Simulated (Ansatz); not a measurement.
## Converging the field response of a TiO2 (110) film

Which settings does the induced dipole of a TiO2 (110) film need, and which can be cut?

Main program and level: Ansatz 0.2.0; plane-wave DFT, PBE, Ansatz PAW, in the first sound run; inputs show where later runs differ.

This is a report of a sequence of runs, with the program logs left out and the cost of each run kept.

## (1) The system as given

The cell holds 18 atoms: 12 O and 6 Ti. Cell: a = 2.959 Å, b = 6.497 Å, c = 27.031 Å, α = 90.0°, β = 90.0°, γ = 90.0°. It derives from TiO2 (rutile TiO2). Vacuum lies along c.

## (2) Run, setting first choice

The first choice: the default cutoff of 420 eV, a 10×4×1 mesh, 18 Å of vacuum, 0.1 V/Å and a tight threshold. Each later run changes one input against this one; other functionals and files bring their own cutoffs.

Contents of input.yaml:

```yaml
crystal:
  lattice:
    - [2.959, 0.0, 0.0]
    - [0.0, 6.49689711, 0.0]
    - [0.0, 0.0, 27.0306869767]
  atoms:
    - { symbol: O, position: [0.0, 0.5, 0.3329549119] }
    - { symbol: Ti, position: [0.0, 0.0, 0.3798236776] }
    - { symbol: Ti, position: [0.5, 0.5, 0.3798236776] }
    - { symbol: O, position: [0.5, 0.805, 0.3798236776] }
    - { symbol: O, position: [0.5, 0.195, 0.3798236776] }
    - { symbol: O, position: [0.0, 0.5, 0.4266924433] }
    - { symbol: O, position: [0.0, 0.0, 0.4531312343] }
    - { symbol: Ti, position: [0.0, 0.5, 0.5] }
    - { symbol: Ti, position: [0.5, 0.0, 0.5] }
    - { symbol: O, position: [0.5, 0.305, 0.5] }
    - { symbol: O, position: [0.5, 0.695, 0.5] }
    - { symbol: O, position: [0.0, 0.0, 0.5468687657] }
    - { symbol: O, position: [0.0, 0.5, 0.5733075567] }
    - { symbol: Ti, position: [0.0, 0.0, 0.6201763224] }
    - { symbol: Ti, position: [0.5, 0.5, 0.6201763224] }
    - { symbol: O, position: [0.5, 0.805, 0.6201763224] }
    - { symbol: O, position: [0.5, 0.195, 0.6201763224] }
    - { symbol: O, position: [0.0, 0.5, 0.6670450881] }
kpoints:
  mp_grid: { grid: [10, 4, 1] }
hamiltonian:
  xc: pbe
scf:
  occupations: { method: fixed }
  convergence: { dr2_threshold: 1.0e-10 }
efield:
  axis: 3
  dipole_correction: true
  ramp_position: 0.97
  ramp_width: 0.06
  amplitude: 0.1
output:
  write_potential: true
  write_density: true
  volumetric_format: npy
```

Launch:

```sh
$ ansatz run input.yaml --threads 4 --pin off --max-ram 6144MiB --backend cpu --events-out ev --progress --plain --runs-dir out
```

The job ended after 12 s (4 threads of AMD EPYC 9R45, shared host; peak memory 1.7 GiB; 48 s of CPU time).

Read from the output:

* gap on the k-mesh: 0.9136 eV
* dipole along the normal: 0.09248 e·Å
* equivalent conductor thickness p/(ε₀AE): 8.704 Å

Running mean over 3.248 Å of the planar mean, with the applied field; the ramp of the sawtooth is left out. Electron's electrostatic potential energy less the highest filled level against z:

```
z (Å)  electron's electrostatic potential energy less the highest filled level (eV)
    4                                                                          6.36
    5                                                                          6.46
    6                                                                          6.55
    7                                                                          6.35
    8                                                                          4.35
    9                                                                         -1.32
   10                                                                         -4.13
   11                                                                         -4.56
   12                                                                         -4.58
   13                                                                         -4.59
   14                                                                         -4.58
   15                                                                         -4.55
   16                                                                         -4.49
   17                                                                         -4.08
   18                                                                         -1.32
   19                                                                          4.52
   20                                                                          6.76
   21                                                                          7.18
   22                                                                          7.29
   23                                                                          7.39
```

The dipole corresponds to a conductor 8.704 Å thick.

## (3) Single point, box 27 Å

input.yaml: that of step 2 with these lines changed.

```diff
@@ -37,2 +37,4 @@
   amplitude: 0.1
+basis:
+  ecutwfc: "250 eV"
 output:
```

It took 5.9 s on 4 threads; peak memory 0.98 GiB.

The dipole corresponds to a conductor 8.689 Å thick, -0.18 % from the first choice, at 0.48 times its CPU time.

## (4) Run, box 27 Å

input.yaml: that of step 3 with these lines changed.

```diff
@@ -38,3 +38,3 @@
 basis:
-  ecutwfc: "250 eV"
+  ecutwfc: "330 eV"
 output:
```

Wall time 8.4 s (4 threads); peak memory 1.3 GiB; 33 s of CPU time.

The dipole corresponds to a conductor 8.705 Å thick, +0.01 % from the first choice, at 0.69 times its CPU time.

## (5) Run, box 27 Å (run 2)

input.yaml: that of step 4 with these lines changed.

```diff
@@ -38,3 +38,3 @@
 basis:
-  ecutwfc: "330 eV"
+  ecutwfc: "600 eV"
 output:
```

Wall time 21 s (4 threads); peak memory 2.7 GiB; 81 s of CPU time.

The dipole corresponds to a conductor 8.705 Å thick, +0.00 % from the first choice, at 1.7 times its CPU time.

## (6) Single point, box 27 Å (run 2)

input.yaml: that of step 5 with these lines changed.

```diff
@@ -25,3 +25,3 @@
 kpoints:
-  mp_grid: { grid: [10, 4, 1] }
+  mp_grid: { grid: [1, 1, 1] }
 hamiltonian:
@@ -37,4 +37,2 @@
   amplitude: 0.1
-basis:
-  ecutwfc: "600 eV"
 output:
```

It took 1.1 s on 4 threads; peak memory 0.54 GiB; 3.6 s of CPU time.

The dipole corresponds to a conductor 9.091 Å thick, +4.45 % from the first choice, at 0.075 times its CPU time.

## (7) Run, box 27 Å (run 3)

input.yaml: that of step 6 with these lines changed.

```diff
@@ -25,3 +25,3 @@
 kpoints:
-  mp_grid: { grid: [1, 1, 1] }
+  mp_grid: { grid: [2, 1, 1] }
 hamiltonian:
```

The job ended after 1.6 s (4 threads; peak memory 0.82 GiB; 5.5 s of CPU time).

The dipole corresponds to a conductor 8.859 Å thick, +1.78 % from the first choice, at 0.11 times its CPU time.

## (8) Run, box 27 Å (run 4)

input.yaml: that of step 7 with these lines changed.

```diff
@@ -25,3 +25,3 @@
 kpoints:
-  mp_grid: { grid: [2, 1, 1] }
+  mp_grid: { grid: [5, 2, 1] }
 hamiltonian:
```

Run time: 4.8 s. Hardware: 4 threads; peak memory 1.3 GiB; 18 s of CPU time.

The dipole corresponds to a conductor 8.710 Å thick, +0.07 % from the first choice, at 0.38 times its CPU time.

## (9) Run, box 27 Å (run 5)

input.yaml: that of step 8 with these lines changed.

```diff
@@ -25,3 +25,3 @@
 kpoints:
-  mp_grid: { grid: [5, 2, 1] }
+  mp_grid: { grid: [20, 8, 1] }
 hamiltonian:
```

Elapsed: 39 s, on 4 threads; peak memory 3 GiB; 2.6 min of CPU time.

The dipole corresponds to a conductor 8.704 Å thick, -0.01 % from the first choice, at 3.3 times its CPU time.

## (10) Single point, box 19 Å

The cell differs from the one that the last finished run ended in (c 27.031 → 19.031 Å).

Contents of input.yaml:

```yaml
crystal:
  lattice:
    - [2.959, 0.0, 0.0]
    - [0.0, 6.49689711, 0.0]
    - [0.0, 0.0, 19.0306869767]
  atoms:
    - { symbol: O, position: [0.0, 0.5, 0.2627335527] }
    - { symbol: Ti, position: [0.0, 0.0, 0.3293047142] }
    - { symbol: Ti, position: [0.5, 0.5, 0.3293047142] }
    - { symbol: O, position: [0.5, 0.805, 0.3293047142] }
    - { symbol: O, position: [0.5, 0.195, 0.3293047142] }
    - { symbol: O, position: [0.0, 0.5, 0.3958758757] }
    - { symbol: O, position: [0.0, 0.0, 0.4334288385] }
    - { symbol: Ti, position: [0.0, 0.5, 0.5] }
    - { symbol: Ti, position: [0.5, 0.0, 0.5] }
    - { symbol: O, position: [0.5, 0.305, 0.5] }
    - { symbol: O, position: [0.5, 0.695, 0.5] }
    - { symbol: O, position: [0.0, 0.0, 0.5665711615] }
    - { symbol: O, position: [0.0, 0.5, 0.6041241243] }
    - { symbol: Ti, position: [0.0, 0.0, 0.6706952858] }
    - { symbol: Ti, position: [0.5, 0.5, 0.6706952858] }
    - { symbol: O, position: [0.5, 0.805, 0.6706952858] }
    - { symbol: O, position: [0.5, 0.195, 0.6706952858] }
    - { symbol: O, position: [0.0, 0.5, 0.7372664473] }
kpoints:
  mp_grid: { grid: [10, 4, 1] }
hamiltonian:
  xc: pbe
scf:
  occupations: { method: fixed }
  convergence: { dr2_threshold: 1.0e-10 }
efield:
  axis: 3
  dipole_correction: true
  ramp_position: 0.97
  ramp_width: 0.06
  amplitude: 0.1
output:
  write_potential: true
  write_density: true
  volumetric_format: npy
```

The job ended after 8.4 s (4 threads; peak memory 1.3 GiB; 33 s of CPU time).

The dipole corresponds to a conductor 8.704 Å thick, -0.00 % from the first choice, at 0.69 times its CPU time.

## (11) Single point, box 23 Å

The cell differs from the one that the last finished run ended in (c 19.031 → 23.031 Å).

input.yaml, the sections that differ from step 10:

```yaml
crystal:
  lattice:
    - [2.959, 0.0, 0.0]
    - [0.0, 6.49689711, 0.0]
    - [0.0, 0.0, 23.0306869767]
  atoms:
    - { symbol: O, position: [0.0, 0.5, 0.3039423013] }
    - { symbol: Ti, position: [0.0, 0.0, 0.3589512959] }
    - { symbol: Ti, position: [0.5, 0.5, 0.3589512959] }
    - { symbol: O, position: [0.5, 0.805, 0.3589512959] }
    - { symbol: O, position: [0.5, 0.195, 0.3589512959] }
    - { symbol: O, position: [0.0, 0.5, 0.4139602905] }
    - { symbol: O, position: [0.0, 0.0, 0.4449910054] }
    - { symbol: Ti, position: [0.0, 0.5, 0.5] }
    - { symbol: Ti, position: [0.5, 0.0, 0.5] }
    - { symbol: O, position: [0.5, 0.305, 0.5] }
    - { symbol: O, position: [0.5, 0.695, 0.5] }
    - { symbol: O, position: [0.0, 0.0, 0.5550089946] }
    - { symbol: O, position: [0.0, 0.5, 0.5860397095] }
    - { symbol: Ti, position: [0.0, 0.0, 0.6410487041] }
    - { symbol: Ti, position: [0.5, 0.5, 0.6410487041] }
    - { symbol: O, position: [0.5, 0.805, 0.6410487041] }
    - { symbol: O, position: [0.5, 0.195, 0.6410487041] }
    - { symbol: O, position: [0.0, 0.5, 0.6960576987] }
# kpoints, hamiltonian, scf, efield, output: as in step 10
```

Wall time 10 s (4 threads); peak memory 1.5 GiB.

The dipole corresponds to a conductor 8.704 Å thick, -0.01 % from the first choice, at 0.84 times its CPU time.

## (12) Single point, box 35 Å

The cell differs from the one that the last finished run ended in (c 23.031 → 35.031 Å).

input.yaml, the sections that differ from step 11:

```yaml
crystal:
  lattice:
    - [2.959, 0.0, 0.0]
    - [0.0, 6.49689711, 0.0]
    - [0.0, 0.0, 35.0306869767]
  atoms:
    - { symbol: O, position: [0.0, 0.5, 0.371103199] }
    - { symbol: Ti, position: [0.0, 0.0, 0.4072684885] }
    - { symbol: Ti, position: [0.5, 0.5, 0.4072684885] }
    - { symbol: O, position: [0.5, 0.805, 0.4072684885] }
    - { symbol: O, position: [0.5, 0.195, 0.4072684885] }
    - { symbol: O, position: [0.0, 0.5, 0.443433778] }
    - { symbol: O, position: [0.0, 0.0, 0.4638347105] }
    - { symbol: Ti, position: [0.0, 0.5, 0.5] }
    - { symbol: Ti, position: [0.5, 0.0, 0.5] }
    - { symbol: O, position: [0.5, 0.305, 0.5] }
    - { symbol: O, position: [0.5, 0.695, 0.5] }
    - { symbol: O, position: [0.0, 0.0, 0.5361652895] }
    - { symbol: O, position: [0.0, 0.5, 0.556566222] }
    - { symbol: Ti, position: [0.0, 0.0, 0.5927315115] }
    - { symbol: Ti, position: [0.5, 0.5, 0.5927315115] }
    - { symbol: O, position: [0.5, 0.805, 0.5927315115] }
    - { symbol: O, position: [0.5, 0.195, 0.5927315115] }
    - { symbol: O, position: [0.0, 0.5, 0.628896801] }
# kpoints, hamiltonian, scf, efield, output: as in step 11
```

Run time: 17 s. Hardware: 4 threads; peak memory 2.1 GiB; 68 s of CPU time.

The dipole corresponds to a conductor 8.703 Å thick, -0.02 % from the first choice, at 1.4 times its CPU time.

## (13) Run, box 27 Å (run 6)

Contents of input.yaml:

```yaml
crystal:
  lattice:
    - [2.959, 0.0, 0.0]
    - [0.0, 6.49689711, 0.0]
    - [0.0, 0.0, 27.0306869767]
  atoms:
    - { symbol: O, position: [0.0, 0.5, 0.3329549119] }
    - { symbol: Ti, position: [0.0, 0.0, 0.3798236776] }
    - { symbol: Ti, position: [0.5, 0.5, 0.3798236776] }
    - { symbol: O, position: [0.5, 0.805, 0.3798236776] }
    - { symbol: O, position: [0.5, 0.195, 0.3798236776] }
    - { symbol: O, position: [0.0, 0.5, 0.4266924433] }
    - { symbol: O, position: [0.0, 0.0, 0.4531312343] }
    - { symbol: Ti, position: [0.0, 0.5, 0.5] }
    - { symbol: Ti, position: [0.5, 0.0, 0.5] }
    - { symbol: O, position: [0.5, 0.305, 0.5] }
    - { symbol: O, position: [0.5, 0.695, 0.5] }
    - { symbol: O, position: [0.0, 0.0, 0.5468687657] }
    - { symbol: O, position: [0.0, 0.5, 0.5733075567] }
    - { symbol: Ti, position: [0.0, 0.0, 0.6201763224] }
    - { symbol: Ti, position: [0.5, 0.5, 0.6201763224] }
    - { symbol: O, position: [0.5, 0.805, 0.6201763224] }
    - { symbol: O, position: [0.5, 0.195, 0.6201763224] }
    - { symbol: O, position: [0.0, 0.5, 0.6670450881] }
kpoints:
  mp_grid: { grid: [10, 4, 1] }
hamiltonian:
  xc: pbe
scf:
  occupations: { method: fixed }
  convergence: { dr2_threshold: 1.0e-10 }
efield:
  axis: 3
  dipole_correction: true
  ramp_position: 0.97
  ramp_width: 0.06
  amplitude: 0.005
output:
  write_potential: true
  write_density: true
  volumetric_format: npy
```

It took 12 s on 4 threads; peak memory 1.7 GiB.

The dipole corresponds to a conductor 8.706 Å thick, +0.02 % from the first choice, at 0.97 times its CPU time.

## (14) Single point, box 27 Å (run 3)

input.yaml: that of step 13 with these lines changed.

```diff
@@ -36,3 +36,3 @@
   ramp_width: 0.06
-  amplitude: 0.005
+  amplitude: 0.03
 output:
```

It took 12 s on 4 threads; peak memory 1.7 GiB; 46 s of CPU time.

The dipole corresponds to a conductor 8.705 Å thick, +0.01 % from the first choice, at 0.97 times its CPU time.

## (15) Single point, box 27 Å (run 4)

input.yaml: that of step 14 with these lines changed.

```diff
@@ -36,3 +36,3 @@
   ramp_width: 0.06
-  amplitude: 0.03
+  amplitude: 0.3
 output:
```

Run time: 14 s. Hardware: 4 threads; peak memory 1.7 GiB; 54 s of CPU time.

The dipole corresponds to a conductor 8.707 Å thick, +0.03 % from the first choice, at 1.1 times its CPU time.

## (16) Single point, box 27 Å (run 5)

input.yaml: that of step 15 with these lines changed.

```diff
@@ -30,3 +30,3 @@
   occupations: { method: fixed }
-  convergence: { dr2_threshold: 1.0e-10 }
+  convergence: { dr2_threshold: 0.0001 }
 efield:
@@ -36,3 +36,3 @@
   ramp_width: 0.06
-  amplitude: 0.3
+  amplitude: 0.1
 output:
```

Run time: 11 s. Hardware: 4 threads; peak memory 1.7 GiB; 42 s of CPU time.

The dipole corresponds to a conductor 9.017 Å thick, +3.59 % from the first choice, at 0.87 times its CPU time.

## (17) Single point, box 27 Å (run 6)

input.yaml: that of step 16 with these lines changed.

```diff
@@ -30,3 +30,3 @@
   occupations: { method: fixed }
-  convergence: { dr2_threshold: 0.0001 }
+  convergence: { dr2_threshold: 1.0e-06 }
 efield:
```

Run time: 11 s. Hardware: 4 threads; peak memory 1.7 GiB.

The dipole corresponds to a conductor 8.674 Å thick, -0.34 % from the first choice, at 0.87 times its CPU time.

## (18) Run, box 27 Å (run 7)

input.yaml: that of step 17 with these lines changed.

```diff
@@ -30,3 +30,3 @@
   occupations: { method: fixed }
-  convergence: { dr2_threshold: 1.0e-06 }
+  convergence: { dr2_threshold: 1.0e-08 }
 efield:
```

Run time: 11 s. Hardware: 4 threads; peak memory 1.7 GiB.

The dipole corresponds to a conductor 8.703 Å thick, -0.02 % from the first choice, at 0.92 times its CPU time.

## (19) Run, box 27 Å (run 8)

This step: plane-wave DFT, LDA, Ansatz PAW (Ansatz 0.2.0).

input.yaml: that of step 18 with these lines changed.

```diff
@@ -27,6 +27,6 @@
 hamiltonian:
-  xc: pbe
+  xc: lda
 scf:
   occupations: { method: fixed }
-  convergence: { dr2_threshold: 1.0e-08 }
+  convergence: { dr2_threshold: 1.0e-10 }
 efield:
```

Run time: 12 s. Hardware: 4 threads; peak memory 1.7 GiB; 47 s of CPU time.

The dipole corresponds to a conductor 8.721 Å thick, +0.19 % from the first choice, at 0.99 times its CPU time.

[end of part 1 of 2]

[Long decimals in the printed logs are rounded to 6 places.]

[Logs are printed without paths, hosts, clocks, repeated set-up lines and the standing remarks that a program may print on its own settings, such as how far it seeks lower states.]

[Hosts, paths, dates, database ids (printed as entryN), source tags and the programs' standing remarks are cut or masked in the printed files.]

[Maps of the electrostatic potential energy from Ansatz leave out the sawtooth potential of an applied field or a dipole correction, so their vacuum need not be flat; planar profiles and work functions include it.]
